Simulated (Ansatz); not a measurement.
# F-GaN-H chair monolayer in a perpendicular field

What dipole does a perpendicular field induce in the F-GaN-H chair monolayer, and does the gap follow? A positive field points along +c.

Program: Ansatz 0.2.0. Level of theory: plane-wave DFT, PBE-D3(BJ), Ansatz PAW (set soft_1); PAW set soft_1. Values are calculated unless marked as measured.

Report form: inputs, costs, results and the conclusion, without the logs.

**1. The system as given**

The cell holds 4 atoms: 1 H, 1 N, 1 Ga and 1 F. Cell: a = 3.184 Å, b = 3.184 Å, c = 37.953 Å, α = 90.0°, β = 90.0°, γ = 120.0°. Vacuum lies along c.

**2. Relaxing the slab**

The starting cell is a guess, so the in-plane lattice and the atoms are relaxed first, with the slab cut off from its images along the normal.

input.yaml reads:

```yaml
crystal:
  lattice:
    - [3.1845, 0.0, 0.0]
    - [-1.59225, 2.7578578984, 0.0]
    - [0.0, 0.0, 37.9533333354]
  atoms:
    - { symbol: H, position: [0.6666666667, 0.3333333333, 0.4545055331] }
    - { symbol: "N", position: [0.6666666667, 0.3333333333, 0.4813806429] }
    - { symbol: Ga, position: [0.3333333333, 0.6666666667, 0.498331284] }
    - { symbol: F, position: [0.3333333333, 0.6666666667, 0.5454944669] }
  periodic: [true, true, false]
kpoints:
  mp_grid: { grid: [12, 12, 1] }
hamiltonian:
  xc: pbe
  dispersion: d3bj
  pseudopotentials: { kind: paw, azcp: { folder: soft_1 } }
scf:
  occupations: { method: fermi_dirac, width: 0.05 }
  convergence: { dr2_threshold: 1.0e-09 }
relax:
  f_tol: 0.004
  max_steps: 90
  cell: {}
output:
  write_potential: true
  write_density: true
  volumetric_format: npy
```

On the command line:

```bash
$ ansatz run input.yaml --threads 2 --pin off --max-ram 3072MiB --backend cpu --events-out ev --progress --plain --runs-dir out
```

It took 55 s on 2 threads of Arm Neoverse V1, shared host; peak memory 0.55 GiB; 1.8 min of CPU time.

The steps of the relaxation:

```csv
step,energy less that of the first step (eV),largest force component (eV/Å),volume (Å³)
1,0.0000,2.1424,333.32
2,-0.0649,0.9548,338.56
3,-0.0819,0.1522,345.04
4,-0.0822,0.0108,345.82
5,-0.0821,0.0026,346.05
6*,-0.0873,0.0015,346.05
7,-0.0871,0.0014,346.77
8*,-0.0874,0.0013,346.77
```

Relaxation steps marked * repeat the geometry before them on a plane-wave basis chosen anew for their cell, so energy and pressure can jump there.

Forces are held to the 6 operations that the program found; a distortion that breaks them can't arise in this run.

```csv
cell as run,before,after,change
a (Å),3.184,3.248,+2.0 %
b (Å),3.184,3.248,+2.0 %
```

The atoms that moved most (Å, along periodic axes as changes of fractional coordinates times the final cell, across vacuum about the mean position):

```csv
atom,dx,dy,dz,length
Ga3,0.000,0.000,0.029,0.029
F4,0.000,0.000,-0.029,0.029
```

The relaxed structure:

```xyz
4
Lattice="3.2481 0.0000 0.0000 -1.6240 2.8129 0.0000 0.0000 0.0000 37.9533" Properties=species:S:1:pos:R:3
H     1.6240    0.9376   17.2468
N     1.6240    0.9376   18.2727
Ga    0.0000    1.8753   18.9427
F     0.0000    1.8753   20.6744
```

Read from the output:

* gap on the k-mesh: 2.349 eV

The lattice constant a goes from 3.184 to 3.248 Å.

**3. Single point, field 0**

A sawtooth potential applies the field, turning back in the middle of the vacuum. With the dipole correction the typed value is the field outside the slab. The induced dipole is small, so the SCF threshold is tight.

The cell differs from the one that the last finished run ended in (c 37.953 → 21.428 Å).

input.yaml reads:

```yaml
crystal:
  lattice:
    - [3.2480872887, 0.0, 0.0]
    - [-1.6240436444, 2.8129261057, 0.0]
    - [0.0, 0.0, 21.4276311444]
  atoms:
    - { symbol: H, position: [0.6666666667, 0.3333333333, 0.4200184304] }
    - { symbol: "N", position: [0.6666666667, 0.3333333333, 0.467894496] }
    - { symbol: Ga, position: [0.3333333333, 0.6666666667, 0.499164089] }
    - { symbol: F, position: [0.3333333333, 0.6666666667, 0.5799815696] }
kpoints:
  mp_grid: { grid: [18, 18, 1] }
  band_path:
    path: [[0, 0, 0], [0.5, 0, 0], [0.33333333, 0.33333333, 0], [0, 0, 0]]
    npoints: 16
hamiltonian:
  xc: pbe
  dispersion: d3bj
  pseudopotentials: { kind: paw, azcp: { folder: soft_1 } }
scf:
  occupations: { method: fermi_dirac, width: 0.02585 }
  convergence: { dr2_threshold: 1.0e-10 }
efield:
  axis: 3
  dipole_correction: true
  ramp_position: 0.97
  ramp_width: 0.06
  amplitude: 0
output:
  dos: { projected: true, e_range: [-6, 5] }
  write_potential: true
  write_density: true
  volumetric_format: npy
  elf: true
```

The job ended after 13 s (2 threads; peak memory 0.47 GiB; 26 s of CPU time).

Numbers from this step:

| Quantity | Value |
| --- | --- |
| gap on the k-mesh | 2.350 eV |
| dipole along the normal | -0.3667 e·Å |
| gap along the path | 2.350 eV |
| smallest direct gap along the path | 2.350 eV |
| step between the vacuum levels | 7.262 eV |
| ionisation energy, upper face | 11.00 eV |
| electron affinity, upper face | 8.645 eV |
| ionisation energy, lower face | 3.733 eV |
| gap, the smaller of path and mesh | 2.350 eV |

Running mean over a fixed 2.5 Å (it still follows the layers) of the planar mean; the ramp of the sawtooth is left out. Electron's electrostatic potential energy less the Fermi level against z:

```csv
z (Å),electron's electrostatic potential energy less the Fermi level (eV)
2.98,2.52
3.42,2.52
3.87,2.52
4.17,2.52
4.61,2.52
5.06,2.52
5.51,2.52
5.95,2.52
6.25,2.52
6.70,2.51
7.14,2.47
7.59,2.26
8.04,1.86
8.48,1.12
8.78,-0.0220
9.23,-1.47
9.67,-1.74
10.12,-2.01
10.56,-1.74
10.86,-1.39
11.31,-0.0592
11.76,1.78
12.20,3.25
12.65,4.98
12.95,6.00
13.39,7.26
13.84,8.73
14.29,9.63
14.73,9.76
15.18,9.78
15.48,9.79
15.92,9.79
16.37,9.79
16.81,9.79
17.26,9.79
17.56,9.79
18.01,9.79
18.45,9.79
```

The density of states has structure finer than the step of the table below, so its rows give means over 0.2 eV. Peaks (eV: height): -2.94: 28.7, -2.03: 9.03, -1.42: 8.61.

Table of density of states by energy, zero at the Fermi level of the run, which the smearing sets inside the gap; means over each step:

```csv
energy (eV),density of states (states/eV a cell)
-5.8,1.18
-5.6,0.830
-5.4,0.653
-5.2,0.561
-5.0,0.469
-4.8,0.659
-4.6,0.704
-4.4,0.754
-4.2,0.766
-4.0,0.818
-3.8,0.892
-3.6,0.988
-3.4,1.21
-3.2,1.76
-3.0,8.13
-2.8,4.02
-2.6,1.34
-2.4,0.958
-2.2,3.38
-2.0,5.06
-1.8,2.55
-1.6,3.51
-1.4,5.65
-1.2,1.55
-1.0,0
-0.8,0
-0.6,0
-0.4,0
-0.2,0
0.0,0
0.2,0
0.4,0
0.6,0
0.8,0
1.0,0
1.2,0.110
1.4,0.215
1.6,0.266
1.8,0.310
2.0,0.346
2.2,0.375
2.4,0.398
2.6,0.433
2.8,0.671
3.0,0.721
```

Projected DOS per atom over height of the atomic layer and energy from the Fermi level. Layers: H N Ga F from below.

Ten even steps from '0' (0.00 states/eV) to '9' (3.35 states/eV), each cell a mean:
```
0000
0000
0000
0000
0000
0000
0000
0000
0000
0000
0105
0009
0109
0201
0419
0201
0100
0100
0100
0100
0100
0200
```
Columns: height of the atomic layer (Å) from 9 to 12.4 (not evenly spaced); rows upwards: energy from the Fermi level (eV) from -5.96 to 3.13.

Electronic bands along the path, in eV, zero at the Fermi level of the run, which the smearing sets inside the gap:

```csv
point,band 10,band 11,band 12,band 13,band 14,band 15,band 16,band 17
Γ,-1.87,-1.87,-1.21,-1.21,1.14,2.66,3.49,5.01
halfway,-2.89,-2.47,-1.85,-1.31,2.59,4.08,4.76,5.97
M,-3.02,-3.01,-2.26,-1.41,4.36,5.36,6.17,6.98
halfway,-3.97,-2.94,-2.14,-1.61,5.30,5.72,6.56,7.20
K,-4.88,-2.94,-1.95,-1.89,6.45,6.73,6.74,6.86
halfway,-3.12,-2.79,-1.84,-1.45,2.99,4.53,5.19,6.24
Γ,-1.87,-1.87,-1.21,-1.21,1.14,2.66,3.49,5.01
```

ELF in the ca plane at fractional y = 0.333, with atoms of H and N within 0.2 Å of it. It is the smooth field of the valence electrons, not physical close to the nuclei.

Values, 5 rows by 16 columns, each cell a mean:
```
0.00 0.00 0.00 0.01 0.22 0.65 0.71 0.49 0.07 0.09 0.01 0.00 0.00 0.00 0.00 0.00
0.00 0.00 0.00 0.01 0.45 0.97 0.51 0.56 0.02 0.00 0.00 0.00 0.00 0.00 0.00 0.00
0.00 0.00 0.00 0.01 0.23 0.67 0.71 0.50 0.07 0.09 0.01 0.00 0.00 0.00 0.00 0.00
0.00 0.00 0.00 0.00 0.01 0.09 0.28 0.20 0.28 0.42 0.06 0.00 0.00 0.00 0.00 0.00
0.00 0.00 0.00 0.00 0.01 0.07 0.26 0.19 0.29 0.44 0.06 0.00 0.00 0.00 0.00 0.00
```
Columns run along c (16.0 Å, from fractional 0.17 to 0.91 of the cell), rows up along a (3.2 Å). Atoms in or near the plane, at fractional coordinates: H at (0.42, 0.67), N at (0.47, 0.67).

Electrostatic potential energy in the ca plane at fractional y = 0.333, with atoms of H and N within 0.2 Å of it. With pseudopotentials it is smooth inside the atoms' cores, unlike the true potential.

Ten even steps from '0' (-26 eV) to '9' (5 eV), each cell a mean:
```
88888888888888888777655677899999999999999999
88888888888888887633100478899999999999999999
88888888888888887500000278899999999999999999
88888888888888887744201478899999999999999999
88888888888888888877755677899999999999999999
88888888888888888888775457899999999999999999
88888888888888888888765446889999999999999999
88888888888888888888776557899999999999999999
```
Columns run along c (16.0 Å, from fractional 0.11 to 0.86 of the cell; values clipped at the 3rd and 97th percentile), rows up along a (3.2 Å). Atoms in or near the plane, at fractional coordinates: H at (0.42, 0.67), N at (0.47, 0.67).

Valence density in the ca plane at fractional y = 0.333, with atoms of H and N within 0.2 Å of it. It is the smooth field of the valence electrons, not physical close to the nuclei.

Ten steps, logarithmic in the rise over the least value, from '0' (0.0 e/Å³) to '9' (3.4 e/Å³), each cell a mean:
```
00000000000001235676532222100000000000000000
00000000000002467898642110000000000000000000
00000000000002588999741100000000000000000000
00000000000001467898632111000000000000000000
00000000000000234666532222100000000000000000
00000000000000012345443344210000000000000000
00000000000000012344543444310000000000000000
00000000000000112445433343210000000000000000
```
Columns run along c (16.0 Å, from fractional 0.17 to 0.91 of the cell), rows up along a (3.2 Å). Atoms in or near the plane, at fractional coordinates: H at (0.42, 0.67), N at (0.47, 0.67).

The gap is 2.35 eV, with the valence edge 11.00 eV and the conduction edge 8.65 eV under the upper vacuum level.

**4. Atoms held, field 0.1 V/Å**

input.yaml, as its differences from that of step 3:

```diff
@@ -25,7 +25,6 @@
   dipole_correction: true
-  ramp_position: 0.97
-  ramp_width: 0.06
-  amplitude: 0
+  ramp_position: 0.9193
+  ramp_width: 0.1736
+  amplitude: 0.1
 output:
-  dos: { projected: true, e_range: [-6, 5] }
   write_potential: true
@@ -33,2 +32 @@
   volumetric_format: npy
-  elf: true
```

Wall time 12 s (2 threads); peak memory 0.44 GiB.

The dipole is -0.350 e·Å, 0.0171 e·Å from its value without field, and the gap 2.215 eV.

**5. Atoms held, field -0.1 V/Å**

input.yaml, as its differences from that of step 4:

```diff
@@ -27,3 +27,3 @@
   ramp_width: 0.1736
-  amplitude: 0.1
+  amplitude: -0.1
 output:
```

Elapsed: 13 s, on 2 threads; peak memory 0.44 GiB; 25 s of CPU time.

The dipole is -0.384 e·Å, -0.0170 e·Å from its value without field, and the gap 2.470 eV.

**6. Response, atoms held**

This step: plane-wave DFT, PBE-D3(BJ), Ansatz PAW (set soft_1); response to a field along the normal, atoms held; PAW set soft_1 (Ansatz 0.2.0).

The dipoles give the slope, and the difference of two potentials shows where the field is screened.

Numbers from this step:

```
equivalent conductor thickness p/(ε₀AE) : 3.372 Å
distance between the outer atoms        : 3.428 Å
```

Table of dipole of the cell by applied field:

```csv
applied field (V/Å),dipole of the cell (e·Å)
-0.1000,-0.384
0.0000,-0.367
0.1000,-0.350
```

Local field over the applied field, running mean. From the potentials at -0.1 and 0.1 V/Å; running mean over 2.5 Å. The local field over applied field by z:

```csv
z (Å),local field over applied field
4.02,1.000
4.32,1.000
4.76,1.000
5.06,0.999
5.51,0.998
5.80,0.996
6.25,0.991
6.55,0.983
6.84,0.970
7.29,0.929
7.59,0.880
8.04,0.766
8.33,0.675
8.78,0.533
9.08,0.434
9.37,0.344
9.82,0.258
10.12,0.238
10.56,0.239
10.86,0.247
11.31,0.281
11.61,0.325
12.05,0.421
12.35,0.486
12.65,0.552
13.09,0.667
13.39,0.751
13.84,0.865
14.14,0.926
14.58,0.976
14.88,0.990
15.18,0.996
15.62,0.999
15.92,1.000
16.37,1.000
16.67,1.000
17.11,1
17.41,1.00
```

The induced electron density oscillates, so the rows of the table below give means over 0.5 Å (shorter at the two ends). Its distinct maxima (Å: e/Å³ per V/Å): 8.78: 0.00362, 9.97: 0.00170, 11.61: 0.00164, 12.50: -9.0e-4. Distinct minima: 9.67: 1.2e-4, 10.86: -0.00287, 12.20: -0.00187, 12.95: -0.00384.

Electrons, planar mean, per unit field. The induced electron density by z; means over each step:

z (Å), induced electron density (e/Å³ per V/Å) and a bar from the least value:
```
      4.5    0.00000 ################
      5.0    0.00000 ################
      5.5    0.00001 ################
      6.0    0.00003 ################
      6.5    0.00007 ################
      7.0    0.00020 #################
      7.5    0.00053 ##################
      8.0    0.00136 ######################
      8.5    0.00282 #############################
      9.0    0.00313 ##############################
      9.5    0.00089 ####################
     10.0    0.00105 #####################
     10.5   -0.00161 ########
     11.0   -0.00185 #######
     11.5    0.00109 #####################
     12.0   -0.00036 ##############
     12.5   -0.00172 ########
     13.0   -0.00343 
     13.5   -0.00161 ########
     14.0   -0.00045 ##############
     14.5   -0.00011 ###############
     15.0   -0.00002 ################
     15.5    0.00000 ################
     16.0    0.00000 ################
     16.5    0.00000 ################
```

The smaller of the gaps on the path and on the k-mesh, counted as 0 under 0.03 eV. Table of gap by applied field:

```csv
applied field (V/Å),gap (eV)
-0.1000,2.47
0.0000,2.35
0.1000,2.21
```

By hand: between -0.1 and 0.1 V/Å the dipole changes by 0.03406 e·Å, a slope of 0.1703 e·Å²/V. A perfect conductor of thickness t has p = ε₀AEt, so t = 180.95 × 0.1703 / 9.137 = 3.37 Å (e/ε₀ = 180.95 V·Å, A in Å²).

The induced dipole is that of a conductor 3.37 Å thick.

**7. Outcome**

```
gap without field                          : 2.35 eV
ionisation energy, upper face              : 11.0 eV
electron affinity, upper face              : 8.65 eV
step between the vacuum levels             : 7.26 eV
equivalent conductor thickness, atoms held : 3.37 Å
```

In words: The induced dipole equals that of a perfect conductor 3.37 Å thick, while the outer atoms lie 3.43 Å apart; an out-of-plane ε follows only once a thickness t is chosen, by 1 − 1/ε = 3.37 Å / t. The two faces differ: the vacuum level above lies 7.26 eV higher than the one below. The gap goes from 2.35 eV to 2.47 eV at -0.1 V/Å. With the field reversed it is 2.22 eV at 0.1 V/Å. Semilocal functionals give gaps that are too small, and excitons are not included. Spin-orbit coupling is left out.

[Long decimals in the printed logs are rounded to 6 places.]

[Logs are printed without paths, hosts, clocks, repeated set-up lines and the standing remarks that a program may print on its own settings, such as how far it seeks lower states.]

[Hosts, paths, dates, database ids (printed as entryN), source tags and the programs' standing remarks are cut or masked in the printed files.]

[Maps of the electrostatic potential energy from Ansatz leave out the sawtooth potential of an applied field or a dipole correction, so their vacuum need not be flat; planar profiles and work functions include it.]

[The density of states shown here was stored with 400 of the rows of the run's finer table, so its peaks can read low, often by over a quarter, or be missed, and its means over a window can be off by a tenth or more.]
